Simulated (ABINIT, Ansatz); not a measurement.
**CsVN2 (Fd-3m): bands and cutoff in G0W0 with ABINIT**

Wanted: a converged G0W0 gap of CsVN2 (Fd-3m), or an estimate of the limit.

Program: ABINIT 10.8.3. Level of theory: PBEsol and many-body steps on it, plane waves. Results are calculated unless marked as measured.

## (1) Starting point

Symmetry: Fd-3m, No. 227, cubic system. The conventional cell has a = 8.344 Å, b = 8.344 Å, c = 8.344 Å, α = 90.00°, β = 90.00°, γ = 90.00°. Cs has 12 N at 3.46 Å and 4 Cs at 3.61 Å and 4 V at 3.61 Å nearest. V has 4 N at 1.81 Å nearest. Nearest to N lie 2 V at 1.81 Å and 6 Cs at 3.46 Å. Farther neighbours and most contacts between anions are not listed.

The cell and positions are those that the Materials Project relaxed with its own functionals (PBE, PBE+U or r2SCAN), kept fixed. Spin-orbit coupling is left out unless a step names it.

## (2) Empty states on the mesh, 2×2×2 mesh, 293 bands

This step: ABINIT 10.8.3; DFT, PBEsol, plane waves, norm-conserving pseudopotentials.

The sums over transitions need many empty states on a uniform mesh; this step solves for them.

File run.abi:

```
acell 3*1.0 Angstrom
rprim 
  0.000000000000 4.171935907400 4.171935907400
  4.171935907400 0.000000000000 4.171935907400
  4.171935907400 4.171935907400 0.000000000000
ntypat 3
znucl 55 23 7
natom 8
typat 1 1 2 2 3 3 3 3
xred 
  0.250000000000 0.250000000000 0.250000000000
  -0.000000000000 0.000000000000 -0.000000000000
  0.750000000000 0.750000000000 0.750000000000
  0.500000000000 0.500000000000 0.500000000000
  0.625000000000 0.625000000000 0.625000000000
  0.125000000000 0.625000000000 0.625000000000
  0.625000000000 0.125000000000 0.625000000000
  0.625000000000 0.625000000000 0.125000000000
pp_dirpath "pseudos"
pseudos "Cs.upf, V.upf, N.upf"
ecut 38
ngkpt 2 2 2
nshiftk 1
shiftk 0 0 0
kptopt 1
chksymbreak 0
iscf -2
irdden 1
istwfk *1
nband 293
nbdbuf 26
tolwfr 1e-09
nstep 60
prtvol 0
indata_prefix "in"
outdata_prefix "out"
tmpdata_prefix "tmp"
```

Run with:

```console
OMP_NUM_THREADS=1 mpirun -n 4 abinit run.abi > log
```

Numbers of over 12 decimals in the logs are rounded to 6 here.

What it wrote:

```text
.Version 10.8.3 of ABINIT. v10.8.2 released Aug 2026.

 Symmetries : space group Fd -3 m (#227); Bravais cF (face-center cubic)
[... echo of the input left out ...]
== DATASET  1 ==================================================================
-   mpi_nproc: 4, omp_nthreads: 1 (-1 if OMP is not activated)
-    --> not optimal distribution: autoparal keyword recommended in input file <--

--- !DatasetInfo
iteration_state: {dtset: 1, }
dimensions: {natom: 8, nkpt: 3, mband: 293, nsppol: 1, nspinor: 1, nspden: 1, mpw: 10969, }
cutoff_energies: {ecut:  38.0, pawecutdg:  -1.0, }
[...]
2.73997    2.73997    2.74304    2.74304    2.74304    2.75257    2.75257    2.75257
   2.75308    2.75308    2.75308    2.78472    2.82001    2.84768    2.85546    2.85569
   2.85609    2.86645    2.86754    2.86923    2.87029
 prteigrs : prtvol=0 or 1, do not print more k-points.

== END DATASET(S) ==============================================================
================================================================================

 -outvars: echo values of variables after computation  --------
            nband         293
             nkpt           3
          spgroup         227
 [... the other variables as echoed above ...]

 Calculation completed.
```

It took 5.3 min on 4 MPI ranks of Arm Neoverse N1, shared host; peak memory 0.58 GiB; 21 min of CPU time.

Numbers from this step:

* gap: 0.5295 eV
* k of the valence top: 0.5, 0, 0
* k of the conduction bottom: 0, 0, 0
* least direct gap: 0.5491 eV
* k points computed: 3
* lowest point of the top converged band, above the valence top: 68.3376 eV

On this mesh the gap is 0.530 eV.

The density comes from a self-consistent run that is not shown.

## (3) Screening, 2×2×2 mesh, 61 bands, screening to 62.6 eV

The RPA dielectric matrix is built and inverted for each q.

This step: RPA screening on PBEsol, plane waves, norm-conserving pseudopotentials.

Edit run.abi of step 2 so:

```diff
@@ -26,10 +26,11 @@
 chksymbreak 0
-iscf -2
-irdden 1
 istwfk *1
-nband 293
-nbdbuf 26
-tolwfr 1e-09
-nstep 60
-prtvol 0
+occopt 1
+irdwfk 1
+optdriver 3
+nband 61
+ecuteps 2.3
+inclvkb 2
+awtr 1
+symchi 1
 indata_prefix "in"
```

What it wrote:

```text
.Version 10.8.3 of ABINIT. v10.8.2 released Aug 2026.

 Symmetries : space group Fd -3 m (#227); Bravais cF (face-center cubic)
[... echo of the input left out ...]
== DATASET  1 ==================================================================
-   mpi_nproc: 4, omp_nthreads: 1 (-1 if OMP is not activated)

--- !DatasetInfo
iteration_state: {dtset: 1, }
dimensions: {natom: 8, nkpt: 3, mband: 61, nsppol: 1, nspinor: 1, nspden: 1, mpw: 10969, }
cutoff_energies: {ecut:  38.0, pawecutdg:  -1.0, }
electrons: {nelect:   6.40000000E+01, charge:   0.00000000E+00, occopt:   1.00000000E+00, tsmear:   1.00000000E-02, }

 SCREENING: Calculation of the susceptibility and dielectric matrices

 Based on a program developped by R.W. Godby, V. Olevano, G. Onida, and L. Reining.
 Incorporated in ABINIT by V. Olevano, G.-M. Rignanese, and M. Torrent.
.Using double precision arithmetic ; gwpc =  8

[... cell and pseudopotentials left out ...]
--------------------------------------------------------------------------------

 ==== K-mesh for the wavefunctions ====
 Number of points in the irreducible wedge :     3
[... list of points left out ...]
 Together with 48 symmetry operations and time-reversal symmetry
 yields     8 points in the full Brillouin Zone.

 ==== Q-mesh for the screening function ====
 Number of points in the irreducible wedge :     3
[... list of points left out ...]
 Together with 48 symmetry operations and time-reversal symmetry
 yields     8 points in the full Brillouin Zone.

 setmesh: FFT mesh size selected  =    40x   40x   40
          total number of points  =        64000

 vcoul_init : cutoff-mode = AUXILIARY_FUNCTION
 q-points for optical limit:   1
     1)      0.000010    0.000020    0.000030

- screening: taking advantage of time-reversal symmetry
- Maximum band index for partially occupied states nbvw = 32
- Remaining bands to be divided among processors   nbcw = 29
- Number of bands treated by each node ~7

 Number of electrons calculated from density =   64.0000; Expected =   64.0000
 average of density, n =  0.065304
 r_s =    1.5405
 omega_plasma =   24.6505 [eV]

 calculating chi0 at frequencies [eV] :
  1    0.000000E+00    0.000000E+00
  2    0.000000E+00    2.465051E+01

--------------------------------------------------------------------------------
  q-point number  1        q = ( 0.000000, 0.000000, 0.000000) [r.l.u.]
--------------------------------------------------------------------------------
[... chi0 elements left out ...]
 For q-point:  0.000010 0.000020 0.000030
  dielectric constant = 116.4046
  dielectric constant without local fields = 127.4910

  Average fulfillment of the sum rule on Im[epsilon] for q-point    1 :     25.66  [%]
[... wings left out ...]
  q-point number  2        q = ( 0.500000, 0.000000, 0.000000) [r.l.u.]
--------------------------------------------------------------------------------
[... chi0 elements left out ...]
  Average fulfillment of the sum rule on Im[epsilon] for q-point    2 :     34.75  [%]

 [... 1 further q-points ...]
```

It took 26 s on 4 MPI ranks; peak memory 1.7 GiB; 1.7 min of CPU time.

This step gave:

```yaml
eps_infinity_with_local_fields_on_this_mesh_along_the_program_s_q_direction: 116.4
the_same_without_local_fields: 127.5
plasma_frequency: 24.65 eV
plane_waves_in_the_screening_matrix: 169
```

Local fields lower ε∞ by 9 %. The value itself is an artefact of the mesh, where one narrow direct gap carries too much weight.

## (4) 61 bands, 62.6 eV

The self-energy is evaluated for the states that the input lists, and the levels follow from it, in one-shot runs by the linearised quasiparticle equation.

This step: G0W0 on PBEsol, plane waves, norm-conserving pseudopotentials.

Edit run.abi of step 3 so:

```diff
@@ -29,8 +29,17 @@
 irdwfk 1
-optdriver 3
+optdriver 4
 nband 61
+gwcalctyp 0
+ecutsigx 38
+symsigma 1
+nkptgw 2
+kptgw 
+  0.5000000000 0.0000000000 0.0000000000
+  0.0000000000 0.0000000000 0.0000000000
+bdgw 
+  30 34
+  30 34
 ecuteps 2.3
-inclvkb 2
-awtr 1
-symchi 1
+irdscr 1
+ppmodel 1
 indata_prefix "in"
```

What it wrote:

```text
.Version 10.8.3 of ABINIT. v10.8.2 released Aug 2026.

 Symmetries : space group Fd -3 m (#227); Bravais cF (face-center cubic)
[... echo of the input left out ...]
== DATASET  1 ==================================================================
-   mpi_nproc: 4, omp_nthreads: 1 (-1 if OMP is not activated)

--- !DatasetInfo
iteration_state: {dtset: 1, }
dimensions: {natom: 8, nkpt: 3, mband: 61, nsppol: 1, nspinor: 1, nspden: 1, mpw: 10969, }
cutoff_energies: {ecut:  38.0, pawecutdg:  -1.0, }
electrons: {nelect:   6.40000000E+01, charge:   0.00000000E+00, occopt:   1.00000000E+00, tsmear:   1.00000000E-02, }

 SIGMA: Calculation of the GW corrections

 Based on a program developped by R.W. Godby, V. Olevano, G. Onida, and L. Reining.
 Incorporated in ABINIT by V. Olevano, G.-M. Rignanese, and M. Torrent.
.Using double precision arithmetic ; gwpc =  8

[... cell and pseudopotentials left out ...]
--------------------------------------------------------------------------------

 ==== K-mesh for the wavefunctions ====
 Number of points in the irreducible wedge :     3
[... list of points left out ...]
 Together with 48 symmetry operations and time-reversal symmetry
 yields     8 points in the full Brillouin Zone.

 ==== Q-mesh for screening function ====
 Number of points in the irreducible wedge :     3
[... list of points left out ...]
 Together with 48 symmetry operations and time-reversal symmetry
 yields     8 points in the full Brillouin Zone.

 vcoul_init : cutoff-mode = AUXILIARY_FUNCTION
 q-points for optical limit:   1
     1)      0.000010    0.000020    0.000030
 setmesh: FFT mesh size selected  =    64x   64x   64
          total number of points  =       262144

 Number of electrons calculated from density =   64.0000; Expected =   64.0000
 average of density, n =  0.065304
 r_s =    1.5405
 omega_plasma =   24.6505 [eV]

 === KS Band Gaps ===
  >>>> For spin  1
   Minimum direct gap =   0.5492 [eV], located at k-point      :   0.0000  0.0000  0.0000
   Fundamental gap    =   0.5296 [eV], Top of valence bands at :   0.5000  0.0000  0.0000
                                       Bottom of conduction at :   0.0000  0.0000  0.0000
 SIGMA fundamental parameters:
 PLASMON POLE MODEL  1
 number of plane-waves for SigmaX                10969
 number of plane-waves for SigmaC and W            169
 number of plane-waves for wavefunctions         10969
 number of bands                                    61
 number of independent spin polarizations            1
 number of spinorial components                      1
 number of k-points in IBZ                           3
 number of q-points in IBZ                           3
 number of symmetry operations                      48
 number of k-points in BZ                            8
 number of q-points in BZ                            8
 number of frequencies for dSigma/dE                 9
 frequency step for dSigma/dE [eV]                0.25
 number of omega for Sigma on real axis              0
 max omega for Sigma on real axis  [eV]           0.00
 zcut for avoiding poles [eV]                     0.10

 EPSILON^-1 parameters (SCR file):
 dimension of the eps^-1 matrix on file            169
 dimension of the eps^-1 matrix used               169
 number of plane-waves for wavefunctions         10969
 number of bands                                    61
 number of q-points in IBZ                           3
 number of frequencies                               2
 number of real frequencies                          1
 number of imag frequencies                          1

 matrix elements of self-energy operator (all in [eV])

 Perturbative Calculation

--- !SelfEnergy_ee
iteration_state: {dtset: 1, }
kpoint     : [   0.500,    0.000,    0.000, ]
spin       : 1
KS_gap     :    0.920
QP_gap     :    1.684
Delta_QP_KS:    0.764
data: !SigmaeeData |
     Band     E0 <VxcDFT>   SigX SigC(E0)      Z dSigC/dE  Sig(E)    E-E0       E
       30   4.047 -15.065 -17.863   4.071   0.743  -0.345 -14.119   0.946   4.993
       31   4.047 -15.065 -17.863   4.071   0.743  -0.345 -14.119   0.946   4.993
       32   5.656 -16.496 -18.840   3.871   0.742  -0.347 -15.362   1.133   6.789
       33   6.576 -20.433 -13.810  -4.062   0.741  -0.349 -18.535   1.898   8.473
       34   6.576 -20.433 -13.810  -4.062   0.741  -0.349 -18.535   1.898   8.473

--- !SelfEnergy_ee
iteration_state: {dtset: 1, }
kpoint     : [   0.000,    0.000,    0.000, ]
spin       : 1
KS_gap     :    0.549
QP_gap     :    1.372
Delta_QP_KS:    0.822
data: !SigmaeeData |
     Band     E0 <VxcDFT>   SigX SigC(E0)      Z dSigC/dE  Sig(E)    E-E0       E
       30   5.636 -16.446 -18.790   3.869   0.743  -0.346 -15.313   1.132   6.769
       31   5.636 -16.446 -18.790   3.869   0.743  -0.346 -15.313   1.132   6.769
       32   5.636 -16.446 -18.790   3.869   0.743  -0.346 -15.313   1.132   6.769
       33   6.186 -21.099 -14.214  -4.222   0.734  -0.362 -19.144   1.955   8.140
       34   6.186 -21.099 -14.214  -4.222   0.734  -0.362 -19.144   1.955   8.140

== END DATASET(S) ==============================================================
================================================================================

 -outvars: echo values of variables after computation  --------
           etotal      0.0000000000E+00
            nband          61
             nkpt           3
          spgroup         227
 [... the other variables as echoed above ...]

 Calculation completed.
```

It took 11 s on 4 MPI ranks; peak memory 1.3 GiB; 42 s of CPU time.

This step gave:

```yaml
g0w0_gap_on_the_points_computed: 1.351 eV
starting_gap_on_the_mesh: 0.5295 eV
k_of_the_valence_top: 0.5, 0, 0
k_of_the_conduction_bottom: 0, 0, 0
z_at_the_valence_top: 0.742
z_at_the_conduction_bottom: 0.734
least_direct_g0w0_gap_on_the_computed_points: 1.371 eV
```

The gap on the mesh goes from 0.53 eV to 1.35 eV, a correction of +0.82 eV.

## (5) Screening, 2×2×2 mesh, 128 bands, screening to 114.3 eV

This step: RPA screening on PBEsol, plane waves, norm-conserving pseudopotentials.

Edit run.abi of step 4 so:

```diff
@@ -29,17 +29,8 @@
 irdwfk 1
-optdriver 4
-nband 61
-gwcalctyp 0
-ecutsigx 38
-symsigma 1
-nkptgw 2
-kptgw 
-  0.5000000000 0.0000000000 0.0000000000
-  0.0000000000 0.0000000000 0.0000000000
-bdgw 
-  30 34
-  30 34
-ecuteps 2.3
-irdscr 1
-ppmodel 1
+optdriver 3
+nband 128
+ecuteps 4.2
+inclvkb 2
+awtr 1
+symchi 1
 indata_prefix "in"
```

What it wrote:

```text
.Version 10.8.3 of ABINIT. v10.8.2 released Aug 2026.

 Symmetries : space group Fd -3 m (#227); Bravais cF (face-center cubic)
[... echo of the input left out ...]
== DATASET  1 ==================================================================
-   mpi_nproc: 4, omp_nthreads: 1 (-1 if OMP is not activated)

--- !DatasetInfo
iteration_state: {dtset: 1, }
dimensions: {natom: 8, nkpt: 3, mband: 128, nsppol: 1, nspinor: 1, nspden: 1, mpw: 10969, }
cutoff_energies: {ecut:  38.0, pawecutdg:  -1.0, }
electrons: {nelect:   6.40000000E+01, charge:   0.00000000E+00, occopt:   1.00000000E+00, tsmear:   1.00000000E-02, }

 SCREENING: Calculation of the susceptibility and dielectric matrices

 Based on a program developped by R.W. Godby, V. Olevano, G. Onida, and L. Reining.
 Incorporated in ABINIT by V. Olevano, G.-M. Rignanese, and M. Torrent.
.Using double precision arithmetic ; gwpc =  8

[... cell and pseudopotentials left out ...]
--------------------------------------------------------------------------------

 ==== K-mesh for the wavefunctions ====
 Number of points in the irreducible wedge :     3
[... list of points left out ...]
 Together with 48 symmetry operations and time-reversal symmetry
 yields     8 points in the full Brillouin Zone.

 ==== Q-mesh for the screening function ====
 Number of points in the irreducible wedge :     3
[... list of points left out ...]
 Together with 48 symmetry operations and time-reversal symmetry
 yields     8 points in the full Brillouin Zone.

 setmesh: FFT mesh size selected  =    48x   48x   48
          total number of points  =       110592

 vcoul_init : cutoff-mode = AUXILIARY_FUNCTION
 q-points for optical limit:   1
     1)      0.000010    0.000020    0.000030

- screening: taking advantage of time-reversal symmetry
- Maximum band index for partially occupied states nbvw = 32
- Remaining bands to be divided among processors   nbcw = 96
- Number of bands treated by each node ~24

 Number of electrons calculated from density =   64.0000; Expected =   64.0000
 average of density, n =  0.065304
 r_s =    1.5405
 omega_plasma =   24.6505 [eV]

 calculating chi0 at frequencies [eV] :
  1    0.000000E+00    0.000000E+00
  2    0.000000E+00    2.465051E+01

--------------------------------------------------------------------------------
  q-point number  1        q = ( 0.000000, 0.000000, 0.000000) [r.l.u.]
--------------------------------------------------------------------------------
[... chi0 elements left out ...]
 For q-point:  0.000010 0.000020 0.000030
  dielectric constant = 117.0985
  dielectric constant without local fields = 127.7220

  Average fulfillment of the sum rule on Im[epsilon] for q-point    1 :     49.24  [%]
[... wings left out ...]
  q-point number  2        q = ( 0.500000, 0.000000, 0.000000) [r.l.u.]
--------------------------------------------------------------------------------
[... chi0 elements left out ...]
  Average fulfillment of the sum rule on Im[epsilon] for q-point    2 :     56.71  [%]

 [... 1 further q-points ...]
```

Elapsed: 81 s, on 4 MPI ranks; peak memory 2.4 GiB.

Numbers from this step:

* ε∞ with local fields, on this mesh, along the program's q direction: 117.1
* the same without local fields: 127.7
* plasma frequency: 24.65 eV
* plane waves in the screening matrix: 411

[end of part 1 of 2]

[Paths, hosts, dates, memory and timing lines, banners, echoed tables and standing remarks are left out of the program output.]

[Logs are printed without paths, hosts, clocks, repeated set-up lines and the standing remarks that a program may print on its own settings, such as how far it seeks lower states.]

[Runs of the session that timed out or met a known fault of the program may be left out.]

[Hosts, paths, dates, database ids (printed as entryN), source tags and the programs' standing remarks are cut or masked in the printed files.]

[G0W0 gaps are taken among the corrected bands and points alone; a level outside them can change the order at an edge.]

[Where Ansatz stands beside ABINIT at settings called matched, ABINIT's density can come from a denser mesh and the files from another edition; pairs whose starting gaps differed by over 0.03 eV were left out, so agreement reads better than it is.]
